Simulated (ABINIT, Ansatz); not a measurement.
# SiTe2 (P-6m2): phonons by linear response, part 4 of 4

How does SiTe2 (P-6m2) vibrate, and is this structure a minimum?

ABINIT 10.8.3; DFT LDA, scalar-relativistic, plane waves, HGH norm-conserving pseudopotentials.

So far. Step 4 (Linear response at Γ): The acoustic modes at Γ come out as far as 0.5 cm⁻¹ from zero, where they should vanish, a small numerical error. Step 5 (Modes with the sum rule): The rule moves no optical mode by more than 0.1 cm⁻¹.

## 7. Interpolated phonon bands

anaddb transforms the dynamical matrices to force constants and back along the path; points of the mesh come back as solved, but for the sum rule and, in polar crystals, the LO-TO term at Γ; the rest is interpolation.

Contents of anaddb.abi:

```
ddb_filepath "all_DDB"
output_file "anaddb.abo"
outdata_prefix "anaddb"
ifcflag 1
ngqpt 3 3 1
nqshft 1
q1shft 0.0 0.0 0.0
asr 1
chneut 0
dipdip 0
dipquad 0
quadquad 0
enunit 0
eivec 0
nph1l 43
qph1l 
    0.0 0.0 0.0 1.0
    0.03571429 0.0 0.0 1.0
    0.07142857 0.0 0.0 1.0
    0.10714286 0.0 0.0 1.0
    0.14285714 0.0 0.0 1.0
    0.17857143 0.0 0.0 1.0
    0.21428571 0.0 0.0 1.0
    0.25 0.0 0.0 1.0
    0.28571429 0.0 0.0 1.0
    0.32142857 0.0 0.0 1.0
    0.35714286 0.0 0.0 1.0
    0.39285714 0.0 0.0 1.0
    0.42857143 0.0 0.0 1.0
    0.46428571 0.0 0.0 1.0
    0.5 0.0 0.0 1.0
    0.48809524 0.02380952 0.0 1.0
    0.47619048 0.04761905 0.0 1.0
    0.46428571 0.07142857 0.0 1.0
    0.45238095 0.0952381 0.0 1.0
    0.44047619 0.11904762 0.0 1.0
    0.42857143 0.14285714 0.0 1.0
    0.41666667 0.16666667 0.0 1.0
    0.4047619 0.19047619 0.0 1.0
    0.39285714 0.21428571 0.0 1.0
    0.38095238 0.23809524 0.0 1.0
    0.36904762 0.26190476 0.0 1.0
    0.35714286 0.28571429 0.0 1.0
    0.3452381 0.30952381 0.0 1.0
    0.33333333 0.33333333 0.0 1.0
    0.30952381 0.30952381 0.0 1.0
    0.28571429 0.28571429 0.0 1.0
    0.26190476 0.26190476 0.0 1.0
    0.23809524 0.23809524 0.0 1.0
    0.21428571 0.21428571 0.0 1.0
    0.19047619 0.19047619 0.0 1.0
    0.16666667 0.16666667 0.0 1.0
    0.14285714 0.14285714 0.0 1.0
    0.11904762 0.11904762 0.0 1.0
    0.0952381 0.0952381 0.0 1.0
    0.07142857 0.07142857 0.0 1.0
    0.04761905 0.04761905 0.0 1.0
    0.02380952 0.02380952 0.0 1.0
    0.0 0.0 0.0 1.0
```

Contents of mrgddb.in:

```
all_DDB
merged
3
dfpt_gammao_DDB
dfpt_qo_DS1_DDB
dfpt_qo_DS2_DDB
```

On the command line:

```console
$ mrgddb < mrgddb.in > mrgddb.log
$ OMP_NUM_THREADS=1 anaddb anaddb.abi > anaddb.log
```

anaddb.abo, the main output file:

```text
[banners, grids, parts of the stress and lines that vanish by symmetry left out]
-outvars_anaddb: echo values of input variables ----------------------

 Flags :
[...]
Phonon wavevector (reduced coordinates) :  0.00000  0.00000  0.00000
 Phonon energies in Hartree :
[...]
Phonon frequencies in cm-1    :
-  0.000000E+00  0.000000E+00  0.000000E+00  5.642984E+01  5.642984E+01
-  1.245103E+02  1.680100E+02  1.680100E+02  1.758074E+02
[...]
Phonon wavevector (reduced coordinates) :  0.03571  0.00000  0.00000
 Phonon energies in Hartree :
[...]
Phonon frequencies in cm-1    :
- -3.026141E+00  7.807023E+00  1.344148E+01  5.661101E+01  5.699283E+01
-  1.237730E+02  1.682644E+02  1.695391E+02  1.753195E+02
[...]
Phonon wavevector (reduced coordinates) :  0.07143  0.00000  0.00000
 Phonon energies in Hartree :
[...]
Phonon frequencies in cm-1    :
- -5.935039E+00  1.532261E+01  2.633140E+01  5.716312E+01  5.864366E+01
-  1.218034E+02  1.690239E+02  1.738705E+02  1.738997E+02
[...]
Phonon wavevector (reduced coordinates) :  0.10714  0.00000  0.00000
 Phonon energies in Hartree :
[...]
Phonon frequencies in cm-1    :
- -8.528993E+00  2.227877E+01  3.820632E+01  5.810653E+01  6.126356E+01
-  1.191034E+02  1.702750E+02  1.716739E+02  1.804457E+02
[...]
Phonon wavevector (reduced coordinates) :  0.14286  0.00000  0.00000
 Phonon energies in Hartree :
[...]
Phonon frequencies in cm-1    :
- -1.048689E+01  2.845338E+01  4.875819E+01  5.945869E+01  6.465152E+01
-  1.161266E+02  1.688359E+02  1.719873E+02  1.886772E+02
[...]
Phonon wavevector (reduced coordinates) :  0.17857  0.00000  0.00000
 Phonon energies in Hartree :
[...]
Phonon frequencies in cm-1    :
- -1.132586E+01  3.368948E+01  5.785932E+01  6.121575E+01  6.853897E+01
-  1.131946E+02  1.656255E+02  1.741040E+02  1.980102E+02
[...]
Phonon wavevector (reduced coordinates) :  0.21429  0.00000  0.00000
 Phonon energies in Hartree :
[...]
Phonon frequencies in cm-1    :
- -1.020983E+01  3.790815E+01  6.333700E+01  6.553683E+01  7.261588E+01
-  1.105243E+02  1.623019E+02  1.765369E+02  2.079034E+02
[...]
Phonon wavevector (reduced coordinates) :  0.25000  0.00000  0.00000
 Phonon energies in Hartree :
[...]
Phonon frequencies in cm-1    :
- -3.782007E+00  4.111174E+01  6.573776E+01  7.191318E+01  7.655761E+01
-  1.082568E+02  1.591173E+02  1.791664E+02  2.178342E+02
  Phonon wavevector (reduced coordinates) :  0.28571  0.00000  0.00000
 Phonon energies in Hartree :
[...]
Phonon frequencies in cm-1    :
-  1.261263E+01  4.337671E+01  6.829253E+01  7.714298E+01  8.005237E+01
-  1.064687E+02  1.562914E+02  1.818499E+02  2.273251E+02
  Phonon wavevector (reduced coordinates) :  0.32143  0.00000  0.00000
 Phonon energies in Hartree :
[...]
Phonon frequencies in cm-1    :
-  2.051249E+01  4.483792E+01  7.084665E+01  8.136836E+01  8.283726E+01
-  1.051760E+02  1.539862E+02  1.844348E+02  2.359678E+02
  Phonon wavevector (reduced coordinates) :  0.35714  0.00000  0.00000
 Phonon energies in Hartree :
[...]
Phonon frequencies in cm-1    :
-  2.751493E+01  4.566789E+01  7.323267E+01  8.469908E+01  8.474817E+01
-  1.043386E+02  1.522813E+02  1.867735E+02  2.434335E+02
  Phonon wavevector (reduced coordinates) :  0.39286  0.00000  0.00000
 Phonon energies in Hartree :
[...]
Phonon frequencies in cm-1    :
-  3.364441E+01  4.605410E+01  7.528756E+01  8.577474E+01  8.721236E+01
-  1.038714E+02  1.511598E+02  1.887349E+02  2.494720E+02
  Phonon wavevector (reduced coordinates) :  0.42857  0.00000  0.00000
 Phonon energies in Hartree :
[...]
Phonon frequencies in cm-1    :
-  3.855645E+01  4.617604E+01  7.686812E+01  8.609352E+01  8.896315E+01
-  1.036622E+02  1.505191E+02  1.902130E+02  2.539030E+02
  Phonon wavevector (reduced coordinates) :  0.46429  0.00000  0.00000
 Phonon energies in Hartree :
[...]
Phonon frequencies in cm-1    :
-  4.179154E+01  4.618283E+01  7.786330E+01  8.603876E+01  8.999351E+01
-  1.035959E+02  1.502163E+02  1.911307E+02  2.566067E+02
[...]
Phonon wavevector (reduced coordinates) :  0.16667  0.16667  0.00000
 Phonon energies in Hartree :
[...]
Phonon frequencies in cm-1    :
- -1.070464E+01  5.169647E+01  7.013953E+01  7.386077E+01  8.167245E+01
-  1.060376E+02  1.568809E+02  1.840307E+02  2.266218E+02
[...]
Phonon wavevector (reduced coordinates) :  0.14286  0.14286  0.00000
 Phonon energies in Hartree :
[...]
Phonon frequencies in cm-1    :
- -1.408053E+01  4.644579E+01  6.748005E+01  6.892144E+01  7.619741E+01
-  1.082480E+02  1.596978E+02  1.800644E+02  2.162248E+02
[...]
Phonon wavevector (reduced coordinates) :  0.11905  0.11905  0.00000
 Phonon energies in Hartree :
[...]
Phonon frequencies in cm-1    :
- -1.418367E+01  4.042962E+01  6.227064E+01  6.433502E+01  7.112772E+01
-  1.110278E+02  1.631848E+02  1.765036E+02  2.051556E+02
[...]
Phonon wavevector (reduced coordinates) :  0.09524  0.09524  0.00000
 Phonon energies in Hartree :
[...]
Phonon frequencies in cm-1    :
- -1.254903E+01  3.361856E+01  5.363873E+01  6.135752E+01  6.652937E+01
-  1.142658E+02  1.669146E+02  1.734811E+02  1.941431E+02
[...]
Phonon wavevector (reduced coordinates) :  0.07143  0.07143  0.00000
 Phonon energies in Hartree :
[...]
Phonon frequencies in cm-1    :
- -9.947980E+00  2.603766E+01  4.285865E+01  5.902151E+01  6.251058E+01
-  1.177273E+02  1.704262E+02  1.710888E+02  1.840230E+02
[...]
Phonon wavevector (reduced coordinates) :  0.04762  0.04762  0.00000
 Phonon energies in Hartree :
[...]
Phonon frequencies in cm-1    :
- -6.848868E+00  1.778293E+01  2.999931E+01  5.748916E+01  5.929247E+01
-  1.210215E+02  1.693744E+02  1.732899E+02  1.756787E+02
[...]
Phonon wavevector (reduced coordinates) :  0.02381  0.02381  0.00000
 Phonon energies in Hartree :
[...]
Phonon frequencies in cm-1    :
- -3.489878E+00  9.025779E+00  1.546752E+01  5.667693E+01  5.717411E+01
-  1.235373E+02  1.683500E+02  1.700374E+02  1.751586E+02
[...]
Phonon wavevector (reduced coordinates) :  0.00000  0.00000  0.00000
 Phonon energies in Hartree :
[...]
Phonon frequencies in cm-1    :
-  0.000000E+00  0.000000E+00  0.000000E+00  5.642984E+01  5.642984E+01
-  1.245103E+02  1.680100E+02  1.680100E+02  1.758074E+02
[...]
Symmetry characters of vibration mode #   9
  1.0 -1.0 -1.0  1.0  1.0 -1.0 -1.0  1.0  1.0 -1.0 -1.0  1.0
-
```

Elapsed: 0.5 s, on 1 thread of Arm Neoverse V1, shared host.

Read from the output:

* lowest frequency on the path: -14.18 cm⁻¹

Anaddb. Phonon branches along the path, in cm⁻¹:

```tsv
point	branch 1	branch 2	branch 3	branch 4	branch 5	branch 6	branch 7	branch 8	branch 9
Γ	0	0	0	56	56	124	168	168	176
halfway	-4	41	66	72	77	108	159	179	218
M	43	46	78	86	90	104	150	191	258
halfway	41	60	69	86	101	102	154	199	257
K	47	61	76	77	101	109	158	206	257
halfway	-11	52	70	74	82	106	157	184	227
Γ	0	0	0	56	56	124	168	168	176
```

The phonon branches as a text plot (rows in cm⁻¹):

```
    252 |               *************************
    241 |            ***                         ***
    229 |           *                               **
    218 |          *                                  **
    207 |        **                  *********          *
    195 |       *         ***********         *****      **
    184 |    ***   *******                         *****   **
    173 |**********                                     *********
    161 |       *****                 ********      *******
    150 |            *****************        ******
    139 |
    127 |****                                                 ***
    116 |    ******                                     ******
    105 |          *************************************
     93 |                 *********            ****
     82 |          ************   ********************
     71 |       **********     ****************************
     59 |**********              **** ******   *****    *********
     48 |     **    *************    *******        **** ****
     37 |    *  ****    *****   *****       ***         ***
     25 |  *****     ***                       **          ***
     14 | ***       *                            ***         ***
      3 |**                                                     *
     -9 | **********                                ************
         Γ                   M           K                      Γ
```

The path dips to 14i cm⁻¹ between the solved wavevectors, whose modes are all real, so the dip may come from the interpolation.

## 8. Sums over the zone

Sums over the zone need many more wavevectors than were solved, so the interpolation is sampled on a dense mesh.

Contents of anaddb.abi:

```
ddb_filepath "all_DDB"
output_file "anaddb.abo"
outdata_prefix "anaddb"
ifcflag 1
ngqpt 3 3 1
nqshft 1
q1shft 0.0 0.0 0.0
asr 1
chneut 0
dipdip 0
dipquad 0
quadquad 0
prtdos 1
dossmear 1.8d-05
ng2qpt 15 15 1
dosdeltae 4.5563e-06
ntemper 11
temperinc 100.0
tempermin 0.0
```

On the command line:

```console
$ OMP_NUM_THREADS=1 anaddb anaddb.abi > anaddb.log
```

anaddb.abo, the main output file:

```text
-outvars_anaddb: echo values of input variables ----------------------

 Flags :
     ifcflag         1
 Miscellaneous information :
         asr         1
      chneut         0
 Interatomic Force Constants Inputs :
      dipdip         0
     dipquad         0
    quadquad         0
      ifcana         0
      ifcout         0
 Description of grid 1 :
        brav         1
       ngqpt         3         3         1
      nqshft         1
      q1shft
                     0.00000000E+00  0.00000000E+00  0.00000000E+00
 Phonon DOS information :
   dosdeltae  4.55630000E-06
    dossmear  1.80000000E-05
 Description of grid 2 (Fourier interp. or BZ sampling):
      ng2qpt        15        15         1
      ngrids         4
      q2shft         0.00000000E+00  0.00000000E+00  0.00000000E+00

================================================================================

 read the DDB information and perform some checks

  ==== Info on the Cryst% object ====
 Real(R)+Recip(G) space primitive vectors, cartesian coordinates (Bohr,Bohr^-1):
 R(1)=  6.6309564  0.0000000  0.0000000  G(1)=  0.1508078  0.0870689  0.0000000
 R(2)= -3.3154782  5.7425767  0.0000000  G(2)=  0.0000000  0.1741379  0.0000000
 R(3)=  0.0000000  0.0000000 31.3694537  G(3)=  0.0000000  0.0000000  0.0318781
 Unit cell volume ucvol=  1.1945104E+03 bohr^3
 Angles (23,13,12)=  9.00000000E+01  9.00000000E+01  1.20000000E+02 degrees
 Time-reversal symmetry is present
 Reduced atomic positions [iatom, xred, symbol]:
    1)    0.3333333  0.6666667  0.5000000  Si
    2)    0.6666667  0.3333333  0.6132238  Te
    3)    0.6666667  0.3333333  0.3867762  Te

 DDB file with 3 blocks has been read.

================================================================================

 Calculation of the interatomic forces

       Homogeneous q point set in the B.Z.
 Grid q points  :        9
  1)   0.00000000E+00  0.00000000E+00  0.00000000E+00
  2)   3.33333333E-01  0.00000000E+00  0.00000000E+00
  3)  -3.33333333E-01  0.00000000E+00  0.00000000E+00
  4)   0.00000000E+00  3.33333333E-01  0.00000000E+00
  5)   3.33333333E-01  3.33333333E-01  0.00000000E+00
  6)  -3.33333333E-01  3.33333333E-01  0.00000000E+00
  7)   0.00000000E+00 -3.33333333E-01  0.00000000E+00
  8)   3.33333333E-01 -3.33333333E-01  0.00000000E+00
  9)  -3.33333333E-01 -3.33333333E-01  0.00000000E+00

 The interatomic forces have been obtained

================================================================================

 Calculation of phonon density of states

 Average speed of sound partial sums:     0.6119871345E-03 (at units)
-                                   =           1.3388 [km/s]

 Debye frequency from partial sums:     0.2248170785E-03 (Ha)
-                                 =     0.1479225316E+01 (THz)
-Debye temperature from partial sums:     0.7099161854E+02 (K)

 Average speed of sound:     0.1521590935E-03 (at units)
-                      =           0.3329 [km/s]

 Debye frequency from DOS:     0.5589653920E-04 (Ha)
-                        =     0.3677815602E+00 (THz)
-Debye temperature from DOS:     0.1765073105E+02 (K)

-
```

Run time: 0.51 s. Hardware: 1 thread.

Read from the output:

| Quantity | Value |
| --- | --- |
| share of modes beyond 3i cm⁻¹ on the dense interpolated mesh | 0.0316 |

The phonon density of states has structure finer than the step of the table below, so its rows give means over 10 cm⁻¹, whole bins alone (the curve runs from -30 to 286 cm⁻¹). Peaks (cm⁻¹: height): -10.0: 0.0256, 72.0: 0.0997, 104.0: 0.0919, 154.0: 0.0685, 192.0: 0.0416, 254.0: 0.0372.

Gaussian, 4 cm-1. The phonon density of states by wavenumber; means over each step:

wavenumber (cm⁻¹), phonon density of states (1/cm⁻¹/cell) and a bar:
```
      -20     0.0042 #
      -10     0.0208 #######
        0     0.0062 ##
       10     0.0090 ###
       20     0.0166 #####
       30     0.0262 ########
       40     0.0468 ###############
       50     0.0471 ###############
       60     0.0601 ###################
       70     0.0928 ##############################
       80     0.0807 ##########################
       90     0.0600 ###################
      100     0.0669 ######################
      110     0.0510 ################
      120     0.0101 ###
      130     0.0013 
      140     0.0016 #
      150     0.0403 #############
      160     0.0445 ##############
      170     0.0258 ########
      180     0.0293 #########
      190     0.0391 #############
      200     0.0297 ##########
      210     0.0107 ###
      220     0.0069 ##
      230     0.0095 ###
      240     0.0134 ####
      250     0.0275 #########
      260     0.0211 #######
      270     0.0007 
      280     0.0000
```

## 9. Summary of results

```
space group after relaxation                                       : P-6m2
area per atom                                                      : 3.55 Å²
highest optical zone-centre mode (no LO-TO term)                   : 175.8 cm⁻¹
lowest optical zone-centre mode                                    : 56.4 cm⁻¹
q mesh                                                             : 3×3×1
lowest mode on the q mesh (acoustic ones at the zone centre apart) : 22.9 cm⁻¹
imaginary modes on the q mesh                                      : none
```

SiTe2 (P-6m2) is dynamically stable on the 3×3×1 mesh; its spectrum reaches 258 cm⁻¹. At the LDA level the optical modes of SiTe2 (P-6m2) at the zone centre run from 56 to 176 cm⁻¹. Along axes with an odd number of divisions the mesh misses the zone-boundary points at one half, where instabilities often lie; those are only interpolated. The imaginary part of the path lies between the solved wavevectors, so it may come from the interpolation. These are harmonic frequencies at zero temperature: anharmonic shifts and linewidths and thermal expansion are left out. Spin-orbit coupling is left out, which can matter for the heavy elements here. The sheet is repeated along c with vacuum between and no cut of the Coulomb interaction; dielectric tensors refer to the cell with its vacuum, no LO-TO term enters the bands, and the bending branch near Γ is rough. In a metal the frequencies hang on the k mesh and the smearing, most of all near Kohn anomalies. A run in a second program is left out, since it treats the direction across the vacuum otherwise. The sheet was typed on a prototype.

[Host names and launcher messages were left out of these logs when they were recorded.]

[Logs are printed without paths, hosts, clocks, repeated set-up lines and the standing remarks that a program may print on its own settings, such as how far it seeks lower states.]

[Hosts, paths, dates, database ids (printed as entryN), source tags and the programs' standing remarks are cut or masked in the printed files.]
